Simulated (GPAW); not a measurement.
# A GW chain in GPAW: BiP (buckled honeycomb monolayer)

Aim: the G0W0 gap of BiP (buckled honeycomb monolayer) on PBE, step by step.

Program: GPAW 26.7.0. Level of theory: PBE and many-body steps on it, plane waves. Results are calculated unless marked as measured.

## Step 1: Starting point

The cell holds 2 atoms: 1 P and 1 Bi. Cell: a = 3.672 Å, b = 3.672 Å, c = 12.400 Å, α = 90.0°, β = 90.0°, γ = 120.0°. Vacuum lies along c.

The start is a generated structure, not a measured one. Spin-orbit coupling is left out unless a step names it.

## Step 2: Relaxation

This step: GPAW 26.7.0; DFT, PBE, plane waves, PAW.

Gaps follow bond lengths, so the structure is brought to rest first.

run.py reads:

```python
import json
import numpy as np
from gpaw.mpi import world
from ase import Atoms
from ase.constraints import FixSymmetry
from ase.filters import FrechetCellFilter
from ase.optimize import BFGS
from gpaw import GPAW, PW, FermiDirac

atoms = Atoms(['P', 'Bi'],
    cell=[[3.6720072165, 0.0000000000, 0.0000000000],
      [-1.8360036082, 3.1800515324, 0.0000000000],
      [0.0000000000, 0.0000000000, 12.4000000000]],
    scaled_positions=[[0.3333333333, 0.6666666667, 0.4438374870],
      [0.6666666667, 0.3333333333, 0.5561625130]],
    pbc=(True, True, False))
atoms.set_constraint(FixSymmetry(atoms))
atoms.calc = GPAW(mode=PW(550),
    xc='PBE',
    kpts={'size': (9, 9, 1), 'gamma': True},
    occupations=FermiDirac(0.02),
    convergence={'density': 1e-5},
    txt='relax.txt')
steps = []
opt = BFGS(FrechetCellFilter(atoms, mask=[1, 1, 0, 0, 0, 1]), logfile='bfgs.log')
opt.attach(lambda: steps.append([atoms.get_potential_energy(), atoms.cell[:], atoms.positions.copy(), atoms.get_forces()]))
converged = opt.run(fmax=0.03, steps=50)
res = {'converged': bool(converged), 'steps': steps, 'cell': atoms.cell[:], 'frac': atoms.get_scaled_positions()}

if world.rank == 0:
    with open('result.json', 'w') as f:
        json.dump(res, f, default=lambda x: x.tolist())
```

Started as:

```sh
$ mpirun -n 4 gpaw python run.py
```

Numbers of over 12 decimals in the logs are rounded to 6 here.

Output:

```text
Step     Time          Energy          fmax
BFGS:    0        -9.305184        1.993830
BFGS:    1        -9.478575        1.211393
BFGS:    2        -9.567100        0.406885
[...]
BFGS:    6        -9.584872        0.068277
BFGS:    7        -9.585115        0.011446
```

Run time: 39 s. Hardware: 4 MPI ranks of Arm Neoverse V1, shared host; peak memory 0.96 GiB; 2.6 min of CPU time.

Step by step:

| step | energy less that of the first step (eV) | largest force (eV/Å) |
| --- | --- | --- |
| 1 | 0.0000 | 1.9938 |
| 2 | -0.1734 | 0.9603 |
| 3 | -0.2619 | 0.0619 |
| 4 | -0.2689 | 0.2227 |
| 5 | -0.2737 | 0.2619 |
| 6 | -0.2780 | 0.1905 |
| 7 | -0.2797 | 0.0683 |
| 8 | -0.2799 | 0.0081 |

The atoms that moved most (Å):

| atom | dx | dy | dz | length |
| --- | --- | --- | --- | --- |
| P1 | 0.000 | 0.000 | -0.042 | 0.042 |
| Bi2 | 0.000 | 0.000 | 0.042 | 0.042 |

The relaxed structure:

```xyz
2
Lattice="3.8789 0.0000 0.0000 -1.9395 3.3592 0.0000 0.0000 0.0000 12.4000" Properties=species:S:1:pos:R:3
P     0.0000    2.2395    5.4613
Bi    1.9395    1.1197    6.9386
```

## Step 3: Ground state

The ground-state density comes first.

run.py reads:

```python
import json
import numpy as np
from gpaw.mpi import world
from ase import Atoms
from gpaw import GPAW, PW, FermiDirac

atoms = Atoms(['P', 'Bi'],
    cell=[[3.8789074900, 0.0000000000, 0.0000000000],
      [-1.9394537450, 3.3592324253, 0.0000000000],
      [0.0000000000, 0.0000000000, 12.4000000000]],
    scaled_positions=[[0.3333333333, 0.6666666667, 0.4404306486],
      [0.6666666667, 0.3333333333, 0.5595657392]],
    pbc=(True, True, False))
calc = GPAW(mode=PW(450),
    xc='PBE',
    kpts={'size': (9, 9, 1), 'gamma': True},
    occupations=FermiDirac(0.001),
    nbands=-7,
    convergence={'density': 1e-6, 'bands': -3},
    maxiter=100,
    txt='gs.txt')
atoms.calc = calc
res = {'energy': atoms.get_potential_energy()}
kpts = calc.get_ibz_k_points()
res['kpts'] = kpts
res['eigenvalues'] = [calc.get_eigenvalues(kpt=k) for k in range(len(kpts))]
res['n_electrons'] = calc.get_number_of_electrons()
calc.write('gs.gpw')

if world.rank == 0:
    with open('result.json', 'w') as f:
        json.dump(res, f, default=lambda x: x.tolist())
```

Started as:

```sh
$ mpirun -n 4 gpaw python run.py
```

Output:

```text
__  _  _
 | _ |_)|_||  |
 |__||  | ||/\| - 26.7.0

Input parameters:
  mode=PW(ecut=450.000000),
  convergence={'density': 1e-06, 'bands': -3},
  kpts=MonkhorstPack(size=(9, 9, 1), gamma=True),
  maxiter=100,
  nbands=-7,
  occupations=Occupations(name='fermi-dirac', width=0.001, fixmagmom=False),
  xc=XC(name='PBE')
  [... matrices ...]
Diagonalizing LCAO Hamiltonian
Converting LCAO to pw mode

            Bi

        P

Atoms  # Å, Bohr magnetons
|   | symbol |         x |        y |        z |    initial magnetic moments |
| 0 |      P | -0.000000 | 2.239488 | 5.461340 | ( 0.0000,  0.0000,  0.0000) |
| 1 |     Bi |  1.939454 | 1.119744 | 6.938615 | ( 0.0000,  0.0000,  0.0000) |

Unit cell  # Å
| periodic |         x |        y |         z |   lengths |     angles |
|      yes |  3.878907 | 0.000000 |  0.000000 |  3.878907 |  90.000000 |
|      yes | -1.939454 | 3.359232 |  0.000000 |  3.878907 |  90.000000 |
|       no |  0.000000 | 0.000000 | 12.400000 | 12.400000 | 120.000000 |

Number of symmetries: 6
Symmetry operations  # r_c * U_cc + t_c -> r_c
|   | kind |            matrix            |
| 0 |  σ   |  1, 1, 0,  0,-1, 0,  0, 0, 1 |
| 1 |  E   |  1, 0, 0,  0, 1, 0,  0, 0, 1 |
| 2 |  C3  |  0, 1, 0, -1,-1, 0,  0, 0, 1 |
| 3 |  σ   |  0,-1, 0, -1, 0, 0,  0, 0, 1 |
| 4 |  σ   | -1, 0, 0,  1, 1, 0,  0, 0, 1 |
| 5 |  C3  | -1,-1, 0,  1, 0, 0,  0, 0, 1 |

BZ-sampling:
  Number of BZ points: 81
  Number of IBZ points: 12

  Monkhorst-Pack size: [9, 9, 1]
  Monkhorst-Pack shift: [0, 0, 0]

K-points  # in reciprocal-cell coordinates
|     |                                coordinates |     weight |
|   0 | (  0.00000000,   0.00000000,   0.00000000) | 0.01234568 |
|   1 | (  0.11111111,   0.00000000,   0.00000000) | 0.07407407 |
|   2 | (  0.22222222,  -0.11111111,   0.00000000) | 0.07407407 |
|   3 | (  0.22222222,   0.00000000,   0.00000000) | 0.07407407 |
|   4 | (  0.33333333,  -0.11111111,   0.00000000) | 0.14814815 |
|   5 | (  0.33333333,   0.00000000,   0.00000000) | 0.07407407 |
|   6 | (  0.33333333,   0.33333333,   0.00000000) | 0.02469136 |
|   7 | (  0.44444444,  -0.22222222,   0.00000000) | 0.07407407 |
|   8 | (  0.44444444,  -0.11111111,   0.00000000) | 0.14814815 |
|   9 | (  0.44444444,   0.00000000,   0.00000000) | 0.07407407 |
| ... |                                            |            |
|  11 | (  0.44444444,   0.44444444,   0.00000000) | 0.07407407 |

Plane wave coefficients: 3547
Cutoff: 450.000000 eV

Spin-components: 1 (collinear spins)
Bands:           17
Projectors:      11
Spin-degeneracy: 2
Datatype:        complex128

  Storage: CPU
  Wave functions: 11_577_408 bytes (2_894_352 per core)
  Projectors: 14_982_528 bytes (3_745_632 per core)
  [... matrices ...]
Parallelization:
  kpt:    4
  domain: 1
  band:   1

Density:
  Valence electrons: 20.0
  Components: 1
  Grid points: [20 20 63]
  Charge: 0.0  # |e|

Potential:
  Grid points: [20 20 63]

species:
  P:
    name:    Phosphorus
    Z:       15.0
    valence: 5
    core:    10
    charge:  0.0  # [|e|]
    compensation charges:
      type: gauss
      rc: 0.30  # [Å]
      lmax: 2
    cutoffs:
      filter: 1.69  # [Å]
      core: 1.81  # [Å]
    projectors
    | kind |    occ | energy [eV] | rcut [Å] |
    |   3s |  2.000 |     -13.968 |    0.953 |
    |   3p |  3.000 |      -5.506 |    0.953 |
    |    s |        |      13.244 |    0.953 |
    |    p |        |      21.705 |    0.953 |
    |    d |        |       0.000 |    0.953 |

    Using partial waves for P as LCAO basis

  Bi:
    name:    Bismuth
    Z:       83.0
    valence: 15
    core:    68
    charge:  0.0  # [|e|]
    compensation charges:
      type: gauss
      rc: 0.38  # [Å]
      lmax: 2
    cutoffs:
      filter: 2.23  # [Å]
      core: 2.33  # [Å]
    projectors
    | kind |    occ | energy [eV] | rcut [Å] |
    |   6s |  2.000 |     -14.385 |    1.286 |
    |   6p |  3.000 |      -4.580 |    1.275 |
    |   5d | 10.000 |     -27.119 |    1.349 |
    |    s |        |      12.827 |    1.286 |
    |    p |        |      22.631 |    1.275 |
    |    d |        |       0.093 |    1.349 |

    Using partial waves for Bi as LCAO basis

Reference energy: -594151.296611  # eV

eigensolver:
  PPCG
  Converge bands: -3
  niter=2

density mixing:
  MSR1-Mixer
  Pratt-step length: 0.05
  Maximum mixing coefficient: 0.75
  Old densities: 10
  SVD Regularization: 0.005
  Good broyden scale: 1.0
  Trust region scale: 1.0
  Backstep threshold: 4.0
  History deletion threshold: 6.0
  Fourier metric: weight=20.0, sigma=0.015

occupation numbers:
  Fermi-Dirac:
    width: 0.0010  # eV

poisson solver:
  ecut: 3600.000000  # eV

xc functional:
  name: PBE with 2 nearest neighbor stencil

Initialization done in: 0.849 s

convergence criteria:
- Maximum integral of absolute [dens]ity change: 1e-06 electrons / valence electron
- Maximum [total energy] change in last 3 cyles: 0.0005 eV / valence electron
- Maximum integral of absolute [eigenst]ate change: 4e-08 eV^2 / valence electron
maximum number of iterations: 100

SCF iterations
|iter     |     time |      energy | eigst |  dens |
|iter:   1|  |   -9.910076 | +1.14 |       |
|iter:   2|  |   -9.762381 | -0.27 | -1.14 |
|iter:   3|  |   -9.580053 | -1.44 | -1.23 |
|iter:   4|  |   -9.577389 | -2.45 | -1.56 |
|iter:   5|  |   -9.576095c| -2.87 | -1.93 |
|iter:   6|  |   -9.576282c| -3.89 | -2.60 |
|iter:   7|  |   -9.576362c| -4.61 | -3.23 |
|iter:   8|  |   -9.576367c| -5.47 | -3.81 |
|iter:   9|  |   -9.576369c| -6.27 | -4.45 |
|iter:  10|  |   -9.576369c| -6.90 | -4.84 |
|iter:  11|  |   -9.576369c| -7.53c| -5.28 |
|iter:  12|  |   -9.576369c| -8.12c| -5.85 |
|iter:  13|  |   -9.576369c| -8.63c| -6.46c|

Converged in 13 steps
SCF loop duration: 3.874 s (0.298 s/step)
Energy contributions relative to reference atoms: (reference = -594151.296611)
  [... matrices ...]
Energy contributions:
  Kinetic:          20.473030
  Coulomb:         -19.881779
  Zero:             -1.525001
  External:          0.000000
  Xc:               -8.642619
  Entropy:          -0.000000
  Spinorbit:         0.000000
  ----------------------------
  Free energy:      -9.576369
  Extrapolated:     -9.576369

dipole moment: (1.525389, -0.880681, 0.156048)  # |e|*Ang

Fermi level: -1.010
Eigenvalues  # (at kpt = [0.000, 0.000, 0.000])
| band index |      eig [eV] | occ [0-2] |
|          0 |       -24.012 |     2.000 |
|        ... |               |           |
|          2 |       -23.928 |     2.000 |
|          3 |       -23.928 |     2.000 |
|          4 |       -23.928 |     2.000 |
|          5 |       -14.132 |     2.000 |
|          6 |        -8.500 |     2.000 |
|          7 |        -1.961 |     2.000 |
|          8 |        -1.629 |     2.000 |
|          9 |        -1.629 |     2.000 |
|         10 |        -0.130 |     0.000 |
|         11 |         1.962 |     0.000 |
|         12 |         1.962 |     0.000 |
|         13 |         2.941 |     0.000 |
|         14 |         3.628 |     0.000 |
|         15 |         5.605 |     0.000 |
|         16 |         6.663 |     0.000 |

Gap: 1.499 eV
Transition (v -> c):
  (s=0, k=0, n=9, [0.00, 0.00, 0.00]) -> (s=0, k=0, n=10, [0.00, 0.00, 0.00])
No difference between direct/indirect transitions
vacuum-level: 3.565  # V
# Writing to gs.gpw (mode='')
  [... matrices ...]
```

It took 6.5 s on 4 MPI ranks; peak memory 0.72 GiB; 26 s of CPU time.

Numbers from this step:

| Property | Result |
| --- | --- |
| total energy | -9.576 eV |
| gap | 1.499 eV |
| k of the valence top | 0, 0, 0 |
| k of the conduction bottom | 0, 0, 0 |
| least direct gap | 1.499 eV |

The gap is direct, at Γ.

## Step 4: Empty states on the mesh, 6×6×1 mesh, 272 bands

The sums over transitions need many empty states on a uniform mesh; this step solves for them.

run.py reads:

```python
import json
import numpy as np
from gpaw.mpi import world
from gpaw import GPAW

calc = GPAW('gs.gpw').fixed_density(kpts={'size': (6, 6, 1), 'gamma': True},
    parallel={'domain': 1, 'band': 1},
    txt='nscf.txt')
calc.diagonalize_full_hamiltonian(nbands=272)
calc.write('full.gpw', mode='all')
res = {}
kpts = calc.get_ibz_k_points()
res['kpts'] = kpts
res['eigenvalues'] = [calc.get_eigenvalues(kpt=k) for k in range(len(kpts))]
res['n_electrons'] = calc.get_number_of_electrons()

if world.rank == 0:
    with open('result.json', 'w') as f:
        json.dump(res, f, default=lambda x: x.tolist())
```

Started as:

```sh
$ mpirun -n 4 gpaw python run.py
```

Output:

```text
Diagonalizing LCAO Hamiltonian
Converting LCAO to pw mode
convergence criteria:
- Maximum integral of absolute [eigenst]ate change: 4e-08 eV^2 / valence electron
maximum number of iterations: 100

SCF iterations
|iter     |     time |      energy | eigst |  dens |
|iter:   1|  |             | +1.13 |       |
|iter:   2|  |             | -0.14 |       |
|iter:   3|  |             | -1.75 |       |
[...]
|iter:   7|  |             | -6.16 |       |
|iter:   8|  |             | -7.13 |       |
|iter:   9|  |             | -7.90c|       |
SCF steps: 9
  __  _  _
 | _ |_)|_||  |
 |__||  | ||/\| - 26.7.0

Input parameters:
  mode=PW(ecut=450.000000),
  convergence={'density': 1e-06, 'bands': -3},
  gpts=array([20, 20, 63]),
  kpts=MonkhorstPack(size=(6, 6, 1), gamma=True),
  maxiter=100,
  nbands=17,
  occupations=Occupations(name='fermi-dirac', width=0.001, fixmagmom=False),
  parallel={'domain': 1, 'band': 1},
  xc=XC(name='PBE')
Matrix size: 3547x3547
# Writing to full.gpw (mode='all')
  [... matrices ...]

timing:  # [seconds]
  Total: 76.887  # ━━━━━━━━━━━━━━━━━━━━━━━━━━━━━━━━━━━━━━━━━━━━━━━━━━━━━━━━━━
```

The job ended after 81 s (4 MPI ranks; peak memory 4.1 GiB).

This step gave:

| Item | Value |
| --- | --- |
| gap | 1.499 eV |
| k of the valence top | 0, 0, 0 |
| k of the conduction bottom | 0, 0, 0 |
| least direct gap | 1.499 eV |
| k points computed | 7 |
| lowest point of the top converged band, above the valence top | 78.7117 eV |

On this mesh the gap is 1.499 eV.

## Step 5: Screening and self-energy, 6×6×1 mesh, 122 bands, screening to 48 eV

Now the one-shot GW correction: screening in the RPA, then the self-energy of the levels asked for.

This step: G0W0 on PBE, plane waves, PAW.

run.py reads:

```python
import json
import numpy as np
from gpaw.mpi import world
from gpaw.response.g0w0 import G0W0

gw = G0W0('full.gpw',
    filename='gw',
    kpts=[0],
    bands=(8, 12),
    ecut=48,
    nbands=122,
    truncation='2D',
    integrate_gamma='sphere',
    q0_correction=True,
    frequencies={'type': 'nonlinear', 'domega0': 0.15, 'omega2': 15.0},
    eta=0.1,
    nblocksmax=True)
gw.calculate()
res = {mode: {k: v for k, v in r.items() if k != 'sigma_eskwn'}
       for mode, r in gw.all_results.items()}

if world.rank == 0:
    with open('result.json', 'w') as f:
        json.dump(res, f, default=lambda x: x.tolist())
```

Started as:

```sh
$ mpirun -n 4 gpaw python run.py
```

Output:

```text
Using integrator: PointIntegrator
NonLinearFrequencyDescriptor(from 0.000 to 69.859 eV, 160 points)
Nonperiodic BCs:  [False False  True]
Using integrator: PointIntegrator
NonLinearFrequencyDescriptor(from 0.000 to 69.859 eV, 160 points)
Nonperiodic BCs:  [False False  True]
Applying analytical 2D correction to W:
    Evaluating Gamma point contribution to W on a 21x21x1 grid
  ___  _ _ _
 |   || | | |
 | | || | | |
 |__ ||_____|
 |___|

BZ k-points: Symmetries present (total): 6

  [... matrices ...]
36 k-points: 6 x 6 x 1 Monkhorst-Pack grid + [1/12,1/12,0.000000]
7 k-points in the irreducible part of the Brillouin zone
       k-points in crystal coordinates                weights
   0:     0.00000000    0.00000000    0.00000000          1/36
   1:     0.16666667    0.00000000    0.00000000          6/36
   2:     0.33333333   -0.16666667    0.00000000          6/36
   3:     0.33333333    0.00000000    0.00000000          6/36
   4:     0.33333333    0.33333333    0.00000000          2/36
   5:     0.50000000    0.33333333    0.00000000         12/36
   6:     0.50000000    0.50000000    0.00000000          3/36

Distributing spins, k-points and bands (1 x 1 x 4) over 1 process
Number of blocks: 4

Quasi particle states:
k-points (IBZ indices): [0]
Band range: (8, 12)
  [... matrices ...]
Computational parameters:
Plane wave cut-off: 48 eV
Number of bands: 122
Coulomb cutoff: 2D
Broadening: 0.1 eV

fxc modes: GW
Kernel: RPA
Using full-frequency real axis integration
Summing all q:

Calculating screened Coulomb potential
2D Coulomb truncation
NonLinearFrequencyDescriptor(from 0.000 to 69.859 eV, 160 points)
Removing empty qpoint cache files...

Calculating chi0 body with:
    Ground state adapter containing:
    Number of spins: 1
    Number of kpoints: 36
    Number of irreducible kpoints: 7
    Number of completely occupied states: 10
    Number of partially occupied states: 10
    Occupied states memory: 3.84521484375 M / cpu

    Linear response parametrization:
    q_c: [1.3877787807814457e-17, 1.3877787807814457e-17, 0.0]
    Number of frequency points: 160
    Planewave cutoff: 48.0
    Number of bands: 122
    Number of planewaves: 111
    Broadening (eta): 0.1
    comm.size: 4
    kncomm.size: 1
    blockcomm.size: 4

    Memory estimate of potentially large arrays:
        chi0_wGG: 7.520142 M / cpu
Integrating chi0 body.

Symmetries of q_c:
    Direct symmetries (Uq -> q): 6
    Indirect symmetries (TUq -> q): 6
In total 12 allowed symmetries.

  [... matrices ...]
7 groups of equivalent kpoints. 80.555556% reduction.

Integral kind: spectral function
Integrating chi0 head and wings.

Symmetries of q_c:
    Direct symmetries (Uq -> q): 6
    Indirect symmetries (TUq -> q): 6
In total 12 allowed symmetries.

  [... matrices ...]
7 groups of equivalent kpoints. 80.555556% reduction.

Integral kind: spectral function wings

Calculating chi0 body with:
    Ground state adapter containing:
    Number of spins: 1
    Number of kpoints: 36
    Number of irreducible kpoints: 7
    Number of completely occupied states: 10
    Number of partially occupied states: 10
[... the further q-points ...]

Results:
f:      Occupation numbers
eps:     KS-eigenvalues [eV]
vxc:     KS vxc [eV]
exx:     Exact exchange [eV]
sigma:   Self-energies [eV]
dsigma:  Self-energy derivatives
Z:       Renormalization factors
qp:      QP-energies [eV]

k-point 0 (0): (0.000, 0.000, 0.000)                GW
band       f     eps     vxc     exx   sigma  dsigma       Z      qp
                                                                   GW
   8   1.000  -1.629 -14.236 -15.473   0.956  -0.385   0.722  -1.832
   9   1.000  -1.629 -14.236 -15.473   0.955  -0.385   0.722  -1.832
  10   0.000  -0.130 -12.376  -8.911  -2.493  -0.360   0.735   0.586
  11   0.000   1.962 -13.475  -9.212  -3.053  -0.426   0.701   2.810
```

The job ended after 32 s (4 MPI ranks; peak memory 1.3 GiB; 2.1 min of CPU time).

This step gave:

```yaml
g0w0_gap_on_the_points_computed: 2.418 eV
least_direct_g0w0_gap_on_the_computed_points: 2.418 eV
z_at_the_valence_top: 0.7219
z_at_the_conduction_bottom: 0.7355
starting_gap_on_the_mesh: 1.499 eV
k_of_the_valence_top: 0, 0, 0
k_of_the_conduction_bottom: 0, 0, 0
```

The gap on the mesh goes from 1.50 eV to 2.42 eV, a correction of +0.92 eV.

Limits: finite bands, cutoff and mesh; no spin-orbit coupling. v1 is the top filled band, c1 the lowest empty one. The levels before and after the correction (eV, zero at the valence-band top of each column):

|  | conduction bottom | valence top |
| --- | --- | --- |
| Kohn-Sham | 1.50 | 0.00 |
| G0W0 | 2.42 | 0.00 |

|  | level | energy (eV) |
| --- | --- | --- |
| Kohn-Sham | Γ v2-v1 | 0.000 |
| Kohn-Sham | Γ c1 | 1.499 |
| Kohn-Sham | Γ c2 | 3.590 |
| G0W0 | Γ v2-v1 | 0.000 |
| G0W0 | Γ c1 | 2.418 |
| G0W0 | Γ c2 | 4.642 |

## Step 6: Where the time went

Times are wall times on 4 MPI ranks of Arm Neoverse V1, shared host, good to a factor of about two.

| step | time | share | memory (GiB) |
| --- | --- | --- | --- |
| relaxation | 39 s | 25 % | 0.96 |
| ground state | 6.5 s | 4 % | 0.72 |
| empty states on the mesh | 81 s | 51 % | 4.1 |
| screening and self-energy | 32 s | 20 % | 1.3 |

## Step 7: What came out

- PBE gap: 1.50 eV, direct
- G0W0 gap on the mesh: 2.42 eV
- GW settings: 6×6×1 mesh, 122 bands, screening to 48 eV, full frequency, Hilbert transform
- known limits: not at the basis limit; no spin-orbit coupling

In words: G0W0 moves the gap on the mesh from 1.50 eV to 2.42 eV (+0.92 eV), with Z of 0.72 and 0.74 at the edges. Only 1 of the mesh's irreducible points was corrected, so a valley elsewhere could overtake. The dearest step here is «empty states on the mesh». Bands and cutoff are finite, so the gap is not at the basis limit. The miss can reach some tenths of an eV and take either sign; the mesh is an error of its own. These stock PAW sets were not made for GW. In the G0W0 run levels were corrected at 1 k point alone, so a gap called «on the mesh» is the least over those, and an edge elsewhere would be missed. Where an edge is built on 6p states of lead, bismuth or thallium, scalar-relativistic gaps usually stand too wide, by a few tenths to over one eV. The many-body steps are scalar-relativistic: spin-orbit coupling is not in them.

[Paths, hosts, dates, memory and timing lines, banners, echoed tables and standing remarks are left out of the program output.]

[Logs are printed without paths, hosts, clocks, repeated set-up lines and the standing remarks that a program may print on its own settings, such as how far it seeks lower states.]

[Runs of the session that timed out or met a known fault of the program may be left out.]

[Hosts, paths, dates, database ids (printed as entryN), source tags and the programs' standing remarks are cut or masked in the printed files.]
